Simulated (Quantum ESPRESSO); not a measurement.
# BN (Qingsongite, F-43m): the N K absorption edge, part 3 of 3

Aim: the near-edge shape at the N K edge of BN (Qingsongite, F-43m), and what the core hole does to it.

Quantum ESPRESSO 7.5; X-ray absorption near-edge structure, plane-wave PAW LDA, one-electron final states by a Lanczos continued fraction.

So far. Step 8 (Spectrum with FCH, N atom 1): Main maxima below 24 eV (height): 5.0 eV (2.50), 6.8 eV (2.39), 10.2 eV (1.94), 14.5 eV (1.08) and 21.4 eV (0.58).  Step 8 (Spectrum with FCH, N atom 1): The hole costs E(hole) − E(ground) = 389.10 eV, and the lowest empty level of the hole cell lies at 14.86 eV, which puts the zero at 403.95 eV. One term is added: -7.76 eV, since the hole is spin-paired here and a spin-polarised one costs that much less in the free atom (computed apart).

**9. Another broadening**

The final state's lifetime shortens with energy, so measured features broaden above the edge; the saved Lanczos coefficients are redrawn with a width that grows.

Contents of xspectra_plot.in:

```
&input_xspectra
   calculation='xanes_dipole', edge='K'
   prefix='x', outdir='tmp', xiabs=1, xe0=12.8812
   xonly_plot=.true., x_save_file='xanes.sav'
   xniter=3000, xcheck_conv=20, xerror=0.005
   xcoordcrys=.false., xepsilon(1)=1, xepsilon(2)=0, xepsilon(3)=0
/
&plot
   xnepoint=413, xemin=-10, xemax=45, terminator=.true., cut_occ_states=.true.
   gamma_mode='variable', gamma_energy(1)=4, gamma_energy(2)=25, gamma_value(1)=0.3, gamma_value(2)=2.5
/
&pseudos
   filecore='../N.wfc'
/
&cut_occ
   cut_desmooth=0.1, cut_stepl=0.05, cut_stepu=0.05, cut_ierror=1e-5
/
6 6 6 0 0 0
```

Launch:

```console
> OMP_NUM_THREADS=1 xspectra.x -in xspectra_plot.in > xspectra_plot.out
```

Log:

```text
     [... banner and references ...]
Reading input_file
     -------------------------------------------------------------------------

     calculation: xanes_dipole

     xonly_plot: TRUE
        => only the spectrum plot

     main plot parameters:
        cut_occ_states: TRUE
        gamma_mode:  variable
        -> first, constant up to point ( 4.00, 0.30) [eV]
        -> then, linear up to point (25.00, 2.50) [eV]
        -> finally, constant up to xemax
        xemin [eV]: -10.00
        xemax [eV]:  45.00
        xnepoint:  413
[...]
xemin [eV]: -10.00
        xemax [eV]:  45.00
        xnepoint:  413
        energy-dependent broadening parameter:
         -> first, constant up to point ( 4.00, 0.30) [eV]
         -> then, linear up to point (25.00, 2.50) [eV]
         -> finally, constant up to xemax
        Core level energy [eV]:  -409.9
         (from electron binding energy of neutral atoms in X-ray data booklet)

     Cross-section successfully written in xanes.dat

     -------------------------------------------------------------------------
                                END JOB XSpectra
     -------------------------------------------------------------------------
[key lines of the parts left out:]
Fermi level [eV]:  10.9049
```

Wall time 2.5 s (1 MPI rank of Arm Neoverse V2, shared host); peak memory 0.05 GiB.

With a Lorentzian half width 0.3 eV up to 4 eV, rising linearly to 2.5 eV at 25 eV (counted from xe0, 2.0 eV below the zero used here), the maxima are 5.1 eV (2.29) and 21.8 eV (0.36).

**10. Cell without a hole, the energy reference**

The cell and mesh change for the next run, so it gets a reference energy of its own.

Contents of scf.in:

```
&control
   calculation='scf', prefix='x', pseudo_dir='../pp', outdir='tmp', tprnfor=.true.
/
&system
   ibrav=0, nat=2, ntyp=2, nbnd=8
   ecutwfc=46, ecutrho=370
   occupations='fixed'
/
&electrons
   conv_thr=2.0e-08, electron_maxstep=120
   mixing_beta=0.5
/
ATOMIC_SPECIES
N 1.0 N.lda-n-kjpaw.UPF
B 1.0 B.lda-n-kjpaw.UPF
CELL_PARAMETERS angstrom
  0.00000000 1.80750000 1.80750000
  1.80750000 0.00000000 1.80750000
  1.80750000 1.80750000 0.00000000
ATOMIC_POSITIONS crystal
N    0.75000000 0.75000000 0.75000000
B    0.00000000 0.00000000 0.00000000
K_POINTS automatic
8 8 8 0 0 0
```

Launch:

```console
> OMP_NUM_THREADS=1 mpirun --oversubscribe --bind-to none -np 8 pw.x -nk 8 -in scf.in > scf.out
```

Log:

```text
     [... banner and references ...]
[banner, memory and clock lines left out]
using ibrav=0 with symmetry is DISCOURAGED, use correct ibrav instead

     G-vector sticks info

     bravais-lattice index     =            0
     lattice parameter (alat)  =       4.8305  a.u.
     unit-cell volume          =      79.7006 (a.u.)^3
     number of atoms/cell      =            2
     number of atomic types    =            2
     number of electrons       =         8.00
[...]
xc contribution           =      -8.85864198 Ry
     ewald contribution        =     -26.34078590 Ry
     one-center paw contrib.   =     -11.96962929 Ry

     convergence has been achieved in   7 iterations

     Forces acting on atoms (cartesian axes, Ry/au):

     atom    1 type  1   force =     0.00000000   -0.00000000    0.00000000
     atom    2 type  2   force =     0.00000000    0.00000000   -0.00000000

     Total force =     0.000000     Total SCF correction =     0.000000

     XML data file, charge density, pseudopotentials, collected wavefunctions
[key lines of the parts left out:]
!    total energy              =     -38.61201969 Ry
```

It took 1.1 s on 8 MPI ranks; peak memory 0.05 GiB; 8 s of CPU time.

**11. Cell with FCH, N atom 1**

A smaller cell brings the holes closer; here they are 2.6 Å apart.

Changed against the first core-hole run: supercell atoms from 16 to 2.

Changes to scf.in since step 10:

```diff
@@ -7,2 +7,3 @@
    occupations='fixed'
+   tot_charge=1
 /
@@ -13,3 +14,3 @@
 ATOMIC_SPECIES
-N 1.0 N.lda-n-kjpaw.UPF
+Nh 1.0 N.lda-n-kjpaw-1sch.UPF
 B 1.0 B.lda-n-kjpaw.UPF
@@ -20,3 +21,3 @@
 ATOMIC_POSITIONS crystal
-N    0.75000000 0.75000000 0.75000000
+Nh   0.75000000 0.75000000 0.75000000
 B    0.00000000 0.00000000 0.00000000
```

Log:

```text
     [... banner and references ...]
[banner, memory and clock lines left out]
using ibrav=0 with symmetry is DISCOURAGED, use correct ibrav instead

     G-vector sticks info

     bravais-lattice index     =            0
     lattice parameter (alat)  =       4.8305  a.u.
     unit-cell volume          =      79.7006 (a.u.)^3
     number of atoms/cell      =            2
     number of atomic types    =            2
     number of electrons       =         8.00
[...]
xc contribution           =      -9.20455751 Ry
     ewald contribution        =     -34.42776992 Ry
     one-center paw contrib.   =      -7.94782986 Ry

     convergence has been achieved in  12 iterations

     Forces acting on atoms (cartesian axes, Ry/au):

     atom    1 type  1   force =    -0.00000000    0.00000000   -0.00000000
     atom    2 type  2   force =     0.00000000    0.00000000    0.00000000

     Total force =     0.000000     Total SCF correction =     0.000000

     XML data file, charge density, pseudopotentials, collected wavefunctions
[key lines of the parts left out:]
!    total energy              =     -46.64610599 Ry
```

The job ended after 1.3 s (8 MPI ranks; peak memory 0.05 GiB; 9.5 s of CPU time).

**12. Spectrum with FCH, N atom 1**

Changed against the first core-hole run: supercell atoms from 16 to 2.

Contents of xspectra.in:

```
&input_xspectra
   calculation='xanes_dipole', edge='K'
   prefix='x', outdir='tmp', xiabs=1, xe0=11.2709
   xonly_plot=.false., x_save_file='xanes.sav'
   xniter=3000, xcheck_conv=20, xerror=0.005
   xcoordcrys=.false., xepsilon(1)=1, xepsilon(2)=0, xepsilon(3)=0
/
&plot
   xnepoint=413, xemin=-10, xemax=45, terminator=.true., cut_occ_states=.true.
   xgamma=0.4
/
&pseudos
   filecore='../N.wfc'
/
&cut_occ
   cut_desmooth=0.1, cut_stepl=0.05, cut_stepu=0.05, cut_ierror=1e-5
/
11 11 11 0 0 0
```

Launch:

```console
> OMP_NUM_THREADS=1 mpirun --oversubscribe --bind-to none -np 8 xspectra.x -nk 8 -in xspectra.in > xspectra.out
```

Log:

```text
     [... banner and references ...]
Reading input_file

     calculation: xanes_dipole

     xepsilon  [cartesian coordinates]:   1.000000   0.000000   0.000000

     xonly_plot: FALSE
        => complete calculation: Lanczos + spectrum plot

     filecore (core-wavefunction file): ../N.wfc

     main plot parameters:
        cut_occ_states: TRUE
        gamma_mode:  constant
        -> using xgamma [eV]:  0.40
        xemin [eV]: -10.00
        xemax [eV]:  45.00
        xnepoint:  413
        xe0 [eV]:  11.270900 (energy zero read in input file)

[...]
Results of STEP 1 successfully written in x_save_file
     x_save_file name:
     ->  xanes.sav
     x_save_file version:  2

     ... End STEP 1 ...

     ... Begin STEP 2 ...

     The spectrum is calculated using the following parameters:
        xe0 [eV]:   11.2709
        the occupied states are elimintate from the spectrum
        xemin [eV]: -10.00
        xemax [eV]:  45.00
        xnepoint:  413
        constant broadening parameter [eV]:    0.400
        Core level energy [eV]:  -409.9
         (from electron binding energy of neutral atoms in X-ray data booklet)

     Cross-section successfully written in xanes.dat

     ... End STEP 2 ...

                                END JOB XSpectra
```

It took 6 s on 8 MPI ranks; peak memory 0.11 GiB; 47 s of CPU time.

These settings depart from the first run's and aren't meant as converged.

The scaled spectrum changes by 42 % r.m.s. Another feature, at 6.9 eV (3.55), becomes the highest below 16 eV; the one at 5.0 eV is gone.

| E (eV) | first run | this run |
| --- | --- | --- |
| -2.0 | 0.04 | 0.04 |
| -0.5 | 0.07 | 0.06 |
| 1.0 | 0.19 | 0.18 |
| 2.5 | 0.69 | 0.59 |
| 4.0 | 1.92 | 1.12 |
| 5.5 | 2.38 | 2.04 |
| 7.0 | 2.27 | 3.48 |
| 8.5 | 1.56 | 2.21 |
| 10.0 | 1.82 | 1.53 |
| 11.5 | 0.61 | 0.50 |
| 13.0 | 0.55 | 0.82 |
| 14.5 | 1.06 | 0.38 |
| 16.0 | 0.47 | 0.30 |
| 17.5 | 0.15 | 0.18 |
| 19.0 | 0.11 | 0.12 |
| 20.5 | 0.22 | 0.33 |
| 22.0 | 0.47 | 0.50 |
| 23.5 | 0.29 | 0.31 |
| 25.0 | 0.22 | 0.20 |
| 26.5 | 0.16 | 0.13 |
| 28.0 | 0.14 | 0.14 |
| 29.5 | 0.22 | 0.19 |
| 31.0 | 0.16 | 0.17 |

**13. Supercell with FCH, N atom 1**

This attempt departs from the first core-hole run: limit of SCF steps to 4.

Contents of scf.in:

```
&control
   calculation='scf', prefix='x', pseudo_dir='../pp', outdir='tmp', tprnfor=.true.
/
&system
   ibrav=0, nat=16, ntyp=3, nbnd=36
   ecutwfc=46, ecutrho=370
   occupations='fixed'
   tot_charge=1
/
&electrons
   conv_thr=1.6e-07, electron_maxstep=4
   mixing_beta=0.5
/
ATOMIC_SPECIES
Nh 1.0 N.lda-n-kjpaw-1sch.UPF
N 1.0 N.lda-n-kjpaw.UPF
B 1.0 B.lda-n-kjpaw.UPF
CELL_PARAMETERS angstrom
  0.00000000 3.61500000 3.61500000
  3.61500000 0.00000000 3.61500000
  3.61500000 3.61500000 0.00000000
ATOMIC_POSITIONS crystal
Nh   0.37500000 0.37500000 0.37500000
N    0.37500000 0.37500000 0.87500000
N    0.37500000 0.87500000 0.37500000
N    0.87500000 0.37500000 0.37500000
N    0.37500000 0.87500000 0.87500000
N    0.87500000 0.37500000 0.87500000
N    0.87500000 0.87500000 0.37500000
N    0.87500000 0.87500000 0.87500000
B    0.00000000 0.00000000 0.00000000
B    0.00000000 0.00000000 0.50000000
B    0.00000000 0.50000000 0.00000000
B    0.50000000 0.00000000 0.00000000
B    0.00000000 0.50000000 0.50000000
B    0.50000000 0.00000000 0.50000000
B    0.50000000 0.50000000 0.00000000
B    0.50000000 0.50000000 0.50000000
K_POINTS automatic
4 4 4 0 0 0
```

Launch:

```console
> OMP_NUM_THREADS=1 mpirun --oversubscribe --bind-to none -np 8 pw.x -nk 8 -in scf.in > scf.out
```

Log:

```text
     [... banner and references ...]
[banner, memory and clock lines left out]
using ibrav=0 with symmetry is DISCOURAGED, use correct ibrav instead

     G-vector sticks info

     bravais-lattice index     =            0
     lattice parameter (alat)  =       9.6610  a.u.
     unit-cell volume          =     637.6047 (a.u.)^3
     number of atoms/cell      =           16
     number of atomic types    =            3
     number of electrons       =        64.00
     number of Kohn-Sham states=           36
[...]
Davidson diagonalization with overlap
     ethr =  3.56E-04,  avg # of iterations =  4.5

     total energy              =    -316.88264592 Ry
     estimated scf accuracy    <       0.05197505 Ry

     iteration #  4     ecut=    46.00 Ry     beta= 0.50
     Davidson diagonalization with overlap
     ethr =  8.12E-05,  avg # of iterations =  4.4

     total energy              =    -316.89245138 Ry
     estimated scf accuracy    <       0.01128319 Ry

     End of self-consistent calculation

     convergence NOT achieved after   4 iterations: stopping

     XML data file, charge density distributed wavefunctions
```

It took 2.7 s on 8 MPI ranks; peak memory 0.1 GiB.

The step limit was set too low: the run stopped before it met its threshold, however near it may have come, and gives no result to build on.

**14. With and without the hole**

Both curves are counted from their own zero, so only the shift of weight within the empty states shows.

| E (eV) | no hole | FCH |
| --- | --- | --- |
| -2.0 | 0.02 | 0.04 |
| -1.0 | 0.03 | 0.05 |
| 0.0 | 0.05 | 0.09 |
| 1.0 | 0.09 | 0.19 |
| 2.0 | 0.18 | 0.46 |
| 3.0 | 0.30 | 1.03 |
| 4.0 | 0.58 | 1.92 |
| 5.0 | 0.95 | 2.50 |
| 6.0 | 0.91 | 2.02 |
| 7.0 | 1.21 | 2.27 |
| 8.0 | 1.65 | 1.76 |
| 9.0 | 1.79 | 1.41 |
| 10.0 | 2.58 | 1.82 |
| 11.0 | 1.99 | 0.83 |
| 12.0 | 1.59 | 0.58 |
| 13.0 | 0.92 | 0.55 |
| 14.0 | 1.23 | 0.83 |
| 15.0 | 2.16 | 0.92 |
| 16.0 | 1.00 | 0.47 |
| 17.0 | 0.37 | 0.20 |
| 18.0 | 0.30 | 0.14 |
| 19.0 | 0.17 | 0.11 |
| 20.0 | 0.23 | 0.13 |
| 21.0 | 0.57 | 0.44 |
| 22.0 | 0.84 | 0.47 |
| 23.0 | 0.49 | 0.37 |
| 24.0 | 0.48 | 0.31 |
| 25.0 | 0.28 | 0.22 |
| 26.0 | 0.19 | 0.20 |
| 27.0 | 0.17 | 0.13 |
| 28.0 | 0.16 | 0.14 |
| 29.0 | 0.22 | 0.17 |
| 30.0 | 0.20 | 0.24 |
| 31.0 | 0.12 | 0.16 |
| 32.0 | 0.16 | 0.14 |

With each curve scaled to its own mean, the area from −2 to 6 eV with the hole is 7.2 against 2.6, and the centre of weight from −1 to 20 eV moves by -2.4 eV: the hole pulls the absorber's empty states down.

**15. Outcome**

```
absorber and edge                               : N K, atom 1 of the ground-state input (counted from 1)
surroundings                                    : 4 B at 1.57 Å (tetrahedral, site symmetry -43m)
highest intensity below 16 eV                   : 5.0 eV above the zero, height 2.50
photon energy of the zero, with the added terms : 396.2 eV (raw 404.0 eV; LDA puts this hole about 4 eV below PBE, itself good to a few eV)
```

In words: The N K edge of atom 1, with 4 B at 1.57 Å (tetrahedral, site symmetry -43m), has its highest intensity of the first 16 eV at 5.0 eV above the zero, near 401 eV in photon energy (LDA puts this hole about 4 eV below PBE, itself good to a few eV), 2.5 times the mean level of the first 20 eV (Lorentzian half width 0.4 eV). With each curve scaled to its own mean, the area from −2 to 6 eV with the hole is 7.2 against 2.6, and the centre of weight from −1 to 20 eV moves by -2.4 eV: the hole pulls the absorber's empty states down. A cell with holes 2.6 Å apart changes the curve by 42 % r.m.s. (41 % after the best shift). The holes are only 5.1 Å apart, so the shape is probably not converged with cell size; no larger cell was run here. Lifetime broadening is put in by hand, and intensities beyond about 20 eV depend on it and on the partial waves; weight that the partial waves miss at high energy is lost. The structure is a published determination, not relaxed.

[Banner, clock and machine lines of the logs are left out without a mark of their own.]

[Logs are printed without paths, hosts, clocks, repeated set-up lines and the standing remarks that a program may print on its own settings, such as how far it seeks lower states.]

[Hosts, paths, dates, database ids (printed as entryN), source tags and the programs' standing remarks are cut or masked in the printed files.]

[Lists of maxima count a maximum above −3 eV only where it reaches 4 % of the highest in the window and stands out from its surroundings by 2 % of it (1.5 % where it reaches 55 %); shoulders and weaker maxima are passed over, and of the rest the first, up to two pre-edge ones and the few strongest are named.]
